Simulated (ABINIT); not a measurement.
# BiOBr (P4/nmm): G0W0 with ABINIT, start to end

Wanted: ground state, empty states, screening and self-energy for BiOBr (P4/nmm).

Method: PBEsol and many-body steps on it, plane waves, in ABINIT 10.8.3.

The database entry behind the starting cell differs from later determinations by our own check (0.1 to 0.3 % short, probably kX units), so it need not match the best structure at ambient conditions.

## (1) Set-up

It takes space group P4/nmm (No. 129, tetragonal). The conventional cell has a = 3.916 Å, b = 3.916 Å, c = 8.077 Å, α = 90.00°, β = 90.00°, γ = 90.00°. Nearest to Bi lie 4 O at 2.32 Å and 4 Br at 3.18 Å. Br has 4 Bi at 3.18 Å nearest. O has 4 Bi at 2.32 Å nearest. Farther neighbours and most contacts between anions are not listed.

The cell and positions come from the Crystallography Open Database and are kept as given unless a step says otherwise. Spin-orbit coupling is left out unless a step names it.

## (2) Ground state

This step: ABINIT 10.8.3; DFT, PBEsol, plane waves, norm-conserving pseudopotentials.

The ground-state density comes first.

File run.abi:

```
acell 3*1.0 Angstrom
rprim 
  3.916000000000 0.000000000000 0.000000000000
  0.000000000000 3.916000000000 0.000000000000
  0.000000000000 0.000000000000 8.077000000000
ntypat 3
znucl 83 35 8
natom 6
typat 1 1 2 2 3 3
xred 
  0.000000000000 0.500000000000 0.154000000000
  0.500000000000 0.000000000000 0.846000000000
  0.000000000000 0.500000000000 0.653000000000
  0.500000000000 0.000000000000 0.347000000000
  0.000000000000 0.000000000000 0.000000000000
  0.500000000000 0.500000000000 0.000000000000
pp_dirpath "pseudos"
pseudos "Bi.upf, Br.upf, O.upf"
ecut 42
ngkpt 6 6 4
nshiftk 1
shiftk 0 0 0
kptopt 1
chksymbreak 0
nband 53
occopt 1
tolvrs 1e-10
nstep 60
prtwf 0
optforces 0
optstress 0
indata_prefix "in"
outdata_prefix "out"
tmpdata_prefix "tmp"
```

Run with:

```bash
$ OMP_NUM_THREADS=1 mpirun -n 24 abinit run.abi > log
```

Numbers of over 12 decimals in the logs are rounded to 6 here.

Log:

```text
.Version 10.8.3 of ABINIT. v10.8.2 released Aug 2026.

 Symmetries : space group P4/n m m (#129); Bravais tP (primitive tetrag.)
================================================================================
 Values of the parameters that define the memory need of the present run
     intxc =       0    ionmov =       0      iscf =       7    lmnmax =       6
     lnmax =       6     mgfft =      90  mpssoang =       3    mqgrid =    4453
     natom =       6  nloc_mem =       1    nspden =       1   nspinor =       1
    nsppol =       1      nsym =      16    n1xccc =    2501    ntypat =       3
    occopt =       1   xclevel =       2
-    mband =          53        mffmem =           1         mkmem =           2
       mpw =       10900          nfft =      182250          nkpt =          30
================================================================================
  Rough estimation (10% accuracy) of disk space for files :
================================================================================

--------------------------------------------------------------------------------
------------- Echo of variables that govern the present computation ------------
--------------------------------------------------------------------------------
 -outvars: echo values of preprocessed input variables --------
            acell      1.8897261259E+00  1.8897261259E+00  1.8897261259E+00 Bohr

      chksymbreak           0
             ecut      4.20000000E+01 Hartree
-          fftalg         312

              ixc     -116133
              kpt      0.00000000E+00  0.00000000E+00  0.00000000E+00
                       1.66666667E-01  0.00000000E+00  0.00000000E+00
                       3.33333333E-01  0.00000000E+00  0.00000000E+00
                       5.00000000E-01  0.00000000E+00  0.00000000E+00
                       1.66666667E-01  1.66666667E-01  0.00000000E+00
                       3.33333333E-01  1.66666667E-01  0.00000000E+00
                       5.00000000E-01  1.66666667E-01  0.00000000E+00
                       3.33333333E-01  3.33333333E-01  0.00000000E+00
                       5.00000000E-01  3.33333333E-01  0.00000000E+00
   [... 19 further rows ...]
                       5.00000000E-01  3.33333333E-01  5.00000000E-01
                       5.00000000E-01  5.00000000E-01  5.00000000E-01
         kptrlatt        6    0    0      0    6    0      0    0    4
          kptrlen      4.44010051E+01
P           mkmem           2
            natom           6
            nband          53
            ngfft          45      45      90
             nkpt          30
            nstep          60
             nsym          16
           ntypat           3
              occ      2.000000  2.000000  2.000000  2.000000  2.000000  2.000000
                       2.000000  2.000000  2.000000  2.000000  2.000000  2.000000
                       2.000000  2.000000  2.000000  2.000000  2.000000  2.000000
                       2.000000  2.000000  2.000000  2.000000  2.000000  2.000000
                       2.000000  2.000000  2.000000  2.000000  2.000000  2.000000
                       2.000000  2.000000  2.000000  2.000000  2.000000  2.000000
                       2.000000  2.000000  2.000000  2.000000  2.000000  2.000000
                       2.000000  2.000000  2.000000  2.000000  0.000000  0.000000
                       0.000000  0.000000  0.000000  0.000000  0.000000
        optforces           0
        optstress           0
            prtwf           0
            rprim      3.9160000000E+00  0.0000000000E+00  0.0000000000E+00
[...]
spgroup         129

           tolvrs      1.00000000E-10

             xred      0.0000000000E+00  5.0000000000E-01  1.5400000000E-01
[...]
znucl       83.00000   35.00000    8.00000

================================================================================

 chkinp: Checking input parameters for consistency.

================================================================================
== DATASET  1 ==================================================================
-   mpi_nproc: 24, omp_nthreads: 1 (-1 if OMP is not activated)
-    --> not optimal distribution: autoparal keyword recommended in input file <--

--- !DatasetInfo
iteration_state: {dtset: 1, }
dimensions: {natom: 6, nkpt: 30, mband: 53, nsppol: 1, nspinor: 1, nspden: 1, mpw: 10900, }
cutoff_energies: {ecut:  42.0, pawecutdg:  -1.0, }
electrons: {nelect:   9.20000000E+01, charge:   0.00000000E+00, occopt:   1.00000000E+00, tsmear:   1.00000000E-02, }

 Real(R)+Recip(G) space primitive vectors, cartesian coordinates (Bohr,Bohr^-1):
 R(1)=  7.4001675  0.0000000  0.0000000  G(1)=  0.1351321  0.0000000  0.0000000
 R(2)=  0.0000000  7.4001675  0.0000000  G(2)=  0.0000000  0.1351321  0.0000000
 R(3)=  0.0000000  0.0000000 15.2633179  G(3)=  0.0000000  0.0000000  0.0655166
 Unit cell volume ucvol=  8.3585713E+02 bohr^3
 Angles (23,13,12)=  9.00000000E+01  9.00000000E+01  9.00000000E+01 degrees

 getcut: wavevector=  0.0000  0.0000  0.0000  ngfft=  45  45  90
         ecut(hartree)=     42.000   => boxcut(ratio)=   2.02117

--- Pseudopotential description ------------------------------------------------
- Bi Generated using ONCVPSP code by D. R. Hamann
- 83.00000  23.00000  180301                  znucl, zion, pspdat
[...]
nproj     2     2     2
  pspatm : epsatm=   31.49815384
         --- l  ekb(1:nproj) -->
[...]
pspatm: atomic psp has been read  and splines computed

- O Generated using ONCVPSP code by D. R. Hamann
-  8.00000   6.00000  180301                  znucl, zion, pspdat
12 -116133 2 -1 936                           pspcod,pspxc,lmax,lloc,mmax
     nproj     2     2     1
  pspatm : epsatm=    6.20179097
         --- l  ekb(1:nproj) -->
[...]
2   -1.335834
 pspatm: atomic psp has been read  and splines computed

   1.21668038E+04                                ecore*ucvol(ha*bohr**3)
--------------------------------------------------------------------------------

_setup2: Arith. and geom. avg. npw (full set) are   10865.771   10865.762

================================================================================

--- !BeginCycle
iteration_state: {dtset: 1, }
solver: {iscf: 7, nstep: 60, nline: 4, wfoptalg: 0, }
tolerances: {tolvrs: 1.00E-10, }

     iter   Etot(hartree)      deltaE(h)  residm     vres2
 ETOT  1  -766.77679058044    -7.668E+02 4.830E-01 1.009E+03
 ETOT  2  -767.39563432972    -6.188E-01 1.195E-02 2.782E+03
 ETOT  3  -767.70901194810    -3.134E-01 4.821E-03 6.763E+02
 ETOT  4  -767.75706873447    -4.806E-02 4.582E-03 8.205E+01
 ETOT  5  -767.76205351962    -4.985E-03 1.489E-03 6.787E+00
 ETOT  6  -767.76249169718    -4.382E-04 3.260E-04 1.001E-01
 ETOT  7  -767.76249318039    -1.483E-06 1.784E-03 4.396E-02
 ETOT  8  -767.76249528944    -2.109E-06 7.374E-04 3.078E-04
 ETOT  9  -767.76249529005    -6.092E-10 1.725E-03 1.483E-04
 ETOT 10  -767.76249529738    -7.327E-09 4.943E-04 1.119E-06
 ETOT 11  -767.76249529747    -9.027E-11 6.634E-04 7.029E-08
 ETOT 12  -767.76249529748    -1.114E-11 1.580E-04 2.295E-09
 ETOT 13  -767.76249529746     1.921E-11 1.790E-04 2.067E-11

 At SCF step   13       vres2   =  2.07E-11 < tolvrs=  1.00E-10 =>converged.

--- !ResultsGS
iteration_state: {dtset: 1, }
comment   : Summary of ground state results
lattice_vectors:
- [  7.4001675,   0.0000000,   0.0000000, ]
- [  0.0000000,   7.4001675,   0.0000000, ]
- [  0.0000000,   0.0000000,  15.2633179, ]
lattice_lengths: [   7.40017,    7.40017,   15.26332, ]
lattice_angles: [ 90.000,  90.000,  90.000, ] # degrees, (23, 13, 12)
lattice_volume:   8.3585713E+02
convergence: {deltae:  1.921E-11, res2:  2.067E-11, residm:  1.790E-04, diffor:  0.000E+00, }
etotal    :  -7.67762495E+02
entropy   :   0.00000000E+00
fermie    :   1.94946013E-01
cartesian_stress_tensor: null
pressure_GPa: null
xred      :
- [  0.0000E+00,   5.0000E-01,   1.5400E-01, Bi]
- [  5.0000E-01,   0.0000E+00,   8.4600E-01, Bi]
- [  0.0000E+00,   5.0000E-01,   6.5300E-01, Br]
- [  5.0000E-01,   0.0000E+00,   3.4700E-01, Br]
- [  0.0000E+00,   0.0000E+00,   0.0000E+00,  O]
- [  5.0000E-01,   5.0000E-01,   0.0000E+00,  O]
cartesian_forces: null
force_length_stats: {min: null, max: null, mean: null, }

 Integrated electronic density in atomic spheres:
 ------------------------------------------------
 Atom  Sphere_radius  Integrated_density
[...]
================================================================================

 ----iterations are completed or convergence reached----

 Mean square residual over all n,k,spin=   22.575E-08; max=  17.901E-05
 reduced coordinates (array xred) for    6 atoms
[...]
0.500000000000      0.000000000000      0.846000000000
       0.000000000000      0.500000000000      0.653000000000
       0.500000000000      0.000000000000      0.347000000000
       0.000000000000      0.000000000000      0.000000000000
       0.500000000000      0.500000000000      0.000000000000
 rms dE/dt=  0.0000E+00; max dE/dt=  0.0000E+00; dE/dt below (all hartree)
    1       0.000000000000      0.000000000000      0.000000000000
    2       0.000000000000      0.000000000000      0.000000000000
    3       0.000000000000      0.000000000000      0.000000000000
    4       0.000000000000      0.000000000000      0.000000000000
    5       0.000000000000      0.000000000000      0.000000000000
    6       0.000000000000      0.000000000000      0.000000000000

 cartesian coordinates (angstrom) at end:
    1      0.000000     1.958000     1.243858
    2      1.958000     0.000000     6.833142
    3      0.000000     1.958000     5.274281
    4      1.958000     0.000000     2.802719
    5      0.000000     0.000000     0.000000
    6      1.958000     1.958000     0.000000
 length scales=  1.889726125908  1.889726125908  1.889726125908 bohr
              =  1.000000000000  1.000000000000  1.000000000000 angstroms
 prteigrs : about to open file out_EIG
 Fermi (or HOMO) energy (hartree) =   0.19495   Average Vxc (hartree)=  -0.39698
 Eigenvalues (hartree) for nkpt=  30  k points:
 kpt#   1, nband= 53, wtk=  0.00694, kpt=  0.0000  0.0000  0.0000 (reduced coord)
  -5.41129   -5.41129   -3.13422   -3.13422   -3.13378   -3.13378   -3.13377   -3.13377
  -1.98011   -1.98011   -1.98008   -1.98008   -1.97916   -1.97916   -1.97916   -1.97916
  -1.97885   -1.97884   -0.61786   -0.61054   -0.61054   -0.61012   -0.61006   -0.60882
  -0.60818   -0.60787   -0.60787   -0.60710   -0.48743   -0.39312   -0.30636   -0.29844
  -0.15654   -0.07128    0.02012    0.02012    0.12378    0.12932    0.12932    0.13249
   0.15444    0.15748    0.15748    0.16737    0.16737    0.17051    0.28122    0.31534
   0.37685    0.37685    0.43862    0.43862    0.44487
 prteigrs : prtvol=0 or 1, do not print more k-points.

--- !EnergyTerms
iteration_state     : {dtset: 1, }
comment             : Components of total free energy in Hartree
kinetic             :  3.10671243487714E+02
hartree             :  2.29463596785440E+02
xc                  : -1.23235139567490E+02
Ewald energy        : -4.12808723090641E+02
psp_core            :  1.45560806489083E+01
local_psp           : -6.97244751252711E+02
non_local_psp       : -8.91648023086844E+01
total_energy        : -7.67762495297464E+02
total_energy_eV     : -2.08918818047175E+04
band_energy         : -1.11655302910264E+02

== END DATASET(S) ==============================================================
================================================================================

 -outvars: echo values of variables after computation  --------
           etotal     -7.6776249530E+02
            nband          53
             nkpt          30
          spgroup         129
 [... the other variables as echoed above ...]

 Calculation completed.
```

Run time: 2.1 min. Hardware: 24 MPI ranks of Arm Neoverse N1, shared host; peak memory 2.7 GiB.

Numbers from this step:

* total energy: -20891.8818 eV
* gap: 2.150 eV
* k of the valence top: 0.3333, 0, 0.5
* k of the conduction bottom: 0, 0, 0.5
* least direct gap: 2.277 eV

The gap is indirect, with the least direct gap 0.13 eV higher.

(Continued in part 2 of 3.)

[Paths, hosts, dates, memory and timing lines, banners, echoed tables and standing remarks are left out of the program output.]

[Logs are printed without paths, hosts, clocks, repeated set-up lines and the standing remarks that a program may print on its own settings, such as how far it seeks lower states.]

[Runs of the session that timed out or met a known fault of the program may be left out.]

[Hosts, paths, dates, database ids (printed as entryN), source tags and the programs' standing remarks are cut or masked in the printed files.]

[G0W0 gaps are taken among the corrected bands and points alone; a level outside them can change the order at an edge.]

[Where Ansatz stands beside ABINIT at settings called matched, ABINIT's density can come from a denser mesh and the files from another edition; pairs whose starting gaps differed by over 0.03 eV were left out, so agreement reads better than it is.]
